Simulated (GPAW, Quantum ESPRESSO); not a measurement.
# Be (Im-3m): the Be K absorption edge, part 2 of 2

Do two independent programs agree on the Be K edge of Be (Im-3m)? The same cell and functional are run with XSpectra and with GPAW.

Quantum ESPRESSO 7.5 and GPAW 26.7.0; core-hole supercells, plane-wave PAW LDA.

So far. Step 10 (The field without a hole (GPAW)): The mesh shows no gap, so the system is treated as a metal and the core electron is put at the Fermi level (neutral cell). Step 11 (Spectrum without a core hole, Be atom 1 (GPAW)): Main maxima below 24 eV (height): 1.4 eV (0.71), 4.9 eV (0.88), 6.4 eV (0.92), 11.7 eV (1.36) and 15.6 eV (1.80). 

This is not the structure that Be takes at ambient pressure and room temperature (hexagonal, No. 194); it is a model or a phase of other conditions.

### 13. Spectrum with XCH, Be atom 1 (GPAW)

The holes are 6.5 Å apart. The excited electron is kept in the cell, where it fills the lowest empty states and screens the hole. After the field has converged, empty bands are computed with the density fixed and the dipole matrix elements are summed.

xas.py reads:

```python
import numpy as np
from ase import Atoms
from ase.parallel import parprint, paropen
from gpaw import GPAW, PW, FermiDirac, Mixer, MixerDif, setup_paths
from gpaw.test import gen
setup_paths.insert(0, '.')
gen('Be', name='fch1s', xcname='LDA', corehole=(1, 0, 1), write_xml=True)
from gpaw.mpi import world
world.barrier()

atoms = Atoms('Be27',
    cell=[[-3.75936285, 3.75936285, 3.75936285],
     [3.75936285, -3.75936285, 3.75936285],
     [3.75936285, 3.75936285, -3.75936285]],
    scaled_positions=[[0, 0, 0],
     [0, 0, 0.33333333],
     [0, 0.33333333, 0],
     [0.33333333, 0, 0],
     [0, 0, 0.66666667],
     [0, 0.33333333, 0.33333333],
     [0, 0.66666667, 0],
     [0.33333333, 0, 0.33333333],
     [0.33333333, 0.33333333, 0],
     [0.66666667, 0, 0],
     [0, 0.33333333, 0.66666667],
     [0, 0.66666667, 0.33333333],
     [0.33333333, 0, 0.66666667],
     [0.33333333, 0.33333333, 0.33333333],
     [0.33333333, 0.66666667, 0],
     [0.66666667, 0, 0.33333333],
     [0.66666667, 0.33333333, 0],
     [0, 0.66666667, 0.66666667],
     [0.33333333, 0.33333333, 0.66666667],
     [0.33333333, 0.66666667, 0.33333333],
     [0.66666667, 0, 0.66666667],
     [0.66666667, 0.33333333, 0.33333333],
     [0.66666667, 0.66666667, 0],
     [0.33333333, 0.66666667, 0.66666667],
     [0.66666667, 0.33333333, 0.66666667],
     [0.66666667, 0.66666667, 0.33333333],
     [0.66666667, 0.66666667, 0.66666667]],
    pbc=True)
atoms.calc = calc = GPAW(legacy_gpaw=True, mode=PW(500, force_complex_dtype=True), xc='LDA', setups={0: 'fch1s'},
    kpts={'size': (5, 5, 5), 'gamma': True}, occupations=FermiDirac(0.1),
    charge=-1, mixer=Mixer(0.1, 5, 50), maxiter=150,
    convergence={'density': 0.0001, 'eigenstates': 1e-6}, txt='scf.txt')
energy = atoms.get_potential_energy() + calc.get_reference_energy()
ef = calc.get_fermi_level()
out = dict(energy=energy, fermi=ef, forces=atoms.get_forces().tolist())
parprint(f'all-electron energy {energy:.4f} eV, Fermi level {ef:.4f} eV')
ev = np.array([[calc.get_eigenvalues(k, s) for k in range(len(calc.get_ibz_k_points()))] for s in range(calc.get_number_of_spins())])
out['homo'], out['lumo'], out['counts'] = ev[ev < ef].max(), ev[ev > ef].min(), sorted(set((ev < ef).sum((0, 2)).tolist()))
out['filled'] = (ev[:, 0] < ef).sum(1).tolist()

from ase.units import Ha
from gpaw.xas import dipole_matrix_elements
nb = int(calc.get_number_of_electrons() / 2) + 129
top, nb = nb, nb + 8 + nb // 12
nscf = calc.fixed_density(kpts={'size': (6, 6, 6), 'gamma': True}, nbands=nb,
    convergence={'bands': top, 'eigenstates': 5e-3}, maxiter=60, txt='nscf.txt')
cell = atoms.cell.array
ops = [cell.T @ U.T @ np.linalg.inv(cell.T) for U in nscf.wfs.kd.symmetry.op_scc]
E = np.arange(-6, 34, 0.1)
fwhm = np.interp(E, [4, 25], [0.9, 3.5])
Y, X, zero, highest = 0, 0, 1e9, 1e9
for spin in range(nscf.get_number_of_spins()):
    wfs = nscf.wfs
    mine = wfs.bd.get_slice()  # this rank's bands
    A = dipole_matrix_elements(wfs.setups[0])
    eps = np.zeros((wfs.kd.nibzkpts, nb))
    d = np.zeros((3, A.shape[1], wfs.kd.nibzkpts, nb), complex)
    for kpt in wfs.kpt_u:
        if kpt.s == spin and 0 in kpt.P_ani:
            eps[kpt.k, mine] = kpt.eps_n * Ha
            d[:, :, kpt.k, mine] = (kpt.weight * wfs.nspins / 2) ** 0.5 * np.inner(A, kpt.P_ani[0])
    world.sum(eps)
    world.sum(d)
    T = np.einsum('amkn,bmkn->abkn', d, d.conj()).real
    T = sum(np.einsum('ai,ijkn,bj->abkn', R, T, R) for R in ops) / len(ops)
    empty = eps > ef
    zero, highest = min(zero, eps[empty].min()), min(highest, eps[:, top - 1].min())
    lines = [(eps, T, empty)] if spin == 0 else lines + [(eps, T, empty)]
for eps, T, empty in lines:
    f = np.einsum('aakn->akn', T).reshape(3, -1)
    x = eps.ravel() - zero
    w = np.interp(x, E, fwhm) / 2.35482
    g = np.exp(-0.5 * ((E[:, None] - x) / w) ** 2) / (w * (2 * np.pi) ** 0.5)
    Y = Y + (f * empty.ravel()) @ g.T
    X = X + (f * ~empty.ravel()) @ g.T
out.update(E=E.round(2).tolist(), xas=Y.tolist(), xes=X.tolist(), zero=zero, valid=highest - zero, nk=len(eps), nb=nb)
for i in range(0, len(E), 10):
    parprint(f'{E[i]:7.2f}', *(f'{v:10.3e}' for v in Y[:, i]))
import json
with paropen('out.json', 'w') as f:
    json.dump(out, f)
```

Run with:

```
$ OMP_NUM_THREADS=1 mpirun -n 8 gpaw python xas.py
```

It took 46 s on 8 MPI ranks of Intel Xeon 6975P-C (Granite Rapids), shared host; peak memory 0.39 GiB; 6.2 min of CPU time.

The Be K spectrum, Be atom 1, excited-electron core hole (neutral cell) (energy from the lowest empty level; intensity scaled to a mean of 1 over the first 20 eV):

| E (eV) | intensity |
| --- | --- |
| -2.0 | 0.00 |
| -1.5 | 0.00 |
| -1.0 | 0.01 |
| -0.5 | 0.16 |
| 0.0 | 0.73 |
| 0.5 | 1.27 |
| 1.0 | 1.16 |
| 1.5 | 0.96 |
| 2.0 | 0.84 |
| 2.5 | 0.76 |
| 3.0 | 0.97 |
| 3.5 | 1.24 |
| 4.0 | 1.46 |
| 4.5 | 1.61 |
| 5.0 | 1.51 |
| 5.5 | 1.29 |
| 6.0 | 1.15 |
| 6.5 | 1.07 |
| 7.0 | 1.07 |
| 7.5 | 1.12 |
| 8.0 | 1.17 |
| 8.5 | 1.19 |
| 9.0 | 1.20 |
| 9.5 | 1.30 |
| 10.0 | 1.47 |
| 10.5 | 1.61 |
| 11.0 | 1.59 |
| 11.5 | 1.41 |
| 12.0 | 1.17 |
| 12.5 | 0.99 |
| 13.0 | 0.91 |
| 13.5 | 0.92 |
| 14.0 | 0.97 |
| 14.5 | 1.02 |
| 15.0 | 1.00 |
| 15.5 | 0.91 |
| 16.0 | 0.76 |
| 16.5 | 0.61 |
| 17.0 | 0.47 |
| 17.5 | 0.36 |
| 18.0 | 0.29 |
| 18.5 | 0.23 |
| 19.0 | 0.20 |
| 19.5 | 0.18 |
| 20.0 | 0.17 |
| 20.5 | 0.18 |
| 21.0 | 0.20 |
| 21.5 | 0.22 |
| 22.0 | 0.26 |
| 22.5 | 0.30 |
| 23.0 | 0.34 |
| 23.5 | 0.39 |
| 24.0 | 0.45 |
| 24.5 | 0.50 |
| 25.0 | 0.55 |
| 25.5 | 0.58 |
| 26.0 | 0.60 |

Main maxima below 24 eV (height): 0.6 eV (1.29), 4.6 eV (1.62), 10.7 eV (1.63) and 14.6 eV (1.02). 

The total-energy difference is 115.12 eV. With the free-atom term of -4.44 eV for this edge, the photon energy is 110.68 eV.

### 14. The two programs side by side

The line shapes differ (Lorentzian half width 0.4 eV up to 4 eV, rising linearly to 1.75 eV at 25 eV (not a setting of the program: the run's 0.4 eV curve was folded afterwards with a further Lorentzian above 4 eV), against Gaussian full width 0.9 eV up to 4 eV, rising linearly to 3.5 eV at 25 eV), so both get a further Gaussian of 1.5 eV full width before they are compared; the Lorentzian tails remain.

| E (eV) | XSpectra | GPAW |
| --- | --- | --- |
| -2.00 | 0.10 | 0.01 |
| -1.25 | 0.19 | 0.07 |
| -0.50 | 0.43 | 0.36 |
| 0.25 | 0.78 | 0.84 |
| 1.00 | 0.96 | 1.04 |
| 1.75 | 0.95 | 0.94 |
| 2.50 | 0.98 | 0.91 |
| 3.25 | 1.16 | 1.12 |
| 4.00 | 1.37 | 1.38 |
| 4.75 | 1.42 | 1.46 |
| 5.50 | 1.30 | 1.31 |
| 6.25 | 1.19 | 1.15 |
| 7.00 | 1.16 | 1.10 |
| 7.75 | 1.18 | 1.14 |
| 8.50 | 1.21 | 1.20 |
| 9.25 | 1.27 | 1.29 |
| 10.00 | 1.36 | 1.44 |
| 10.75 | 1.38 | 1.51 |
| 11.50 | 1.27 | 1.37 |
| 12.25 | 1.10 | 1.12 |
| 13.00 | 1.00 | 0.97 |
| 13.75 | 0.96 | 0.96 |
| 14.50 | 0.94 | 0.97 |
| 15.25 | 0.86 | 0.91 |
| 16.00 | 0.73 | 0.75 |
| 16.75 | 0.59 | 0.55 |
| 17.50 | 0.48 | 0.39 |
| 18.25 | 0.40 | 0.27 |
| 19.00 | 0.35 | 0.21 |
| 19.75 | 0.33 | 0.18 |
| 20.50 | 0.33 | 0.19 |
| 21.25 | 0.36 | 0.22 |
| 22.00 | 0.39 | 0.26 |
| 22.75 | 0.44 | 0.32 |
| 23.50 | 0.49 | 0.40 |
| 24.25 | 0.54 | 0.47 |
| 25.00 | 0.59 | 0.54 |
| 25.75 | 0.61 | 0.57 |

```csv
,XSpectra,GPAW
k mesh of the spectrum,6×6×6,6×6×6
cutoff (eV),544,500
"highest intensity below 16 eV after the common broadening, eV (height)",4.6 (1.42),10.6 (1.51)
"zero, corrected photon energy (eV)",110.6,110.7
"core time, hole field and spectrum",16 min,6.2 min
```

### 15. With and without the hole

XSpectra's curves. Both curves are counted from their own zero, so only the shift of weight within the empty states shows.

```csv
E (eV),no hole,XCH
-2.0,0.03,0.07
-1.0,0.06,0.15
0.0,0.21,0.67
1.0,0.50,0.97
2.0,0.51,0.86
3.0,0.55,1.01
4.0,0.66,1.33
5.0,0.66,1.39
6.0,0.83,1.18
7.0,0.91,1.11
8.0,0.82,1.22
9.0,0.88,1.17
10.0,1.10,1.43
11.0,1.13,1.71
12.0,1.43,1.10
13.0,1.34,0.89
14.0,1.27,1.11
15.0,1.87,1.16
16.0,2.06,0.74
17.0,1.65,0.51
18.0,0.95,0.32
19.0,0.54,0.25
20.0,0.40,0.21
21.0,0.34,0.28
22.0,0.36,0.31
23.0,0.44,0.42
24.0,0.49,0.57
25.0,0.68,0.85
26.0,0.94,0.74
27.0,1.00,0.70
28.0,0.81,0.59
29.0,0.90,0.56
30.0,0.85,0.52
31.0,0.82,0.56
32.0,0.78,0.54
```

With each curve scaled to its own mean, the area from −2 to 6 eV with the hole is 7.0 against 3.6, and the centre of weight from −1 to 20 eV moves by -2.8 eV: the hole pulls the absorber's empty states down.

### 16. What came out

```
absorber and edge                                     : Be K, atom 1 of the ground-state input (counted from 1)
surroundings                                          : 8 Be at 2.17 Å and 6 Be at 2.51 Å (cube and octahedron, as in bcc, site symmetry m-3m)
highest intensity below 16 eV (XSpectra, narrow line) : 10.8 eV above the zero, height 1.79
photon energy of the zero, with the added terms       : 110.6 eV (raw 115.0 eV; LDA puts this hole about 2 eV below PBE, itself good to a few eV)
```

The two programs agree closely: 6 % r.m.s. remains over the first 14 eV after a relative shift of 0.0 eV, and their photon-energy zeros differ by 0.1 eV. In XSpectra the Be K edge of atom 1, with 8 Be at 2.17 Å and 6 Be at 2.51 Å (cube and octahedron, as in bcc, site symmetry m-3m), has its highest intensity of the first 16 eV at 10.8 eV above the zero, near 121 eV in photon energy (LDA puts this hole about 2 eV below PBE, itself good to a few eV), 1.8 times the mean level of the first 20 eV (Lorentzian half width 0.4 eV). In XSpectra: With each curve scaled to its own mean, the area from −2 to 6 eV with the hole is 7.0 against 3.6, and the centre of weight from −1 to 20 eV moves by -2.8 eV: the hole pulls the absorber's empty states down. In GPAW: With each curve scaled to its own mean, the area from −2 to 6 eV with the hole is 7.3 against 4.0, and the centre of weight from −1 to 20 eV moves by -2.5 eV: the hole pulls the absorber's empty states down. 3 further runs of this session are left out of this account as redundant. The structure is a computed Materials Project entry and may be a hypothetical form.

[Logs are printed without paths, hosts, clocks, repeated set-up lines and the standing remarks that a program may print on its own settings, such as how far it seeks lower states.]

[Hosts, paths, dates, database ids (printed as entryN), source tags and the programs' standing remarks are cut or masked in the printed files.]

[Lists of maxima count a maximum above −3 eV only where it reaches 4 % of the highest in the window and stands out from its surroundings by 2 % of it (1.5 % where it reaches 55 %); shoulders and weaker maxima are passed over, and of the rest the first, up to two pre-edge ones and the few strongest are named.]
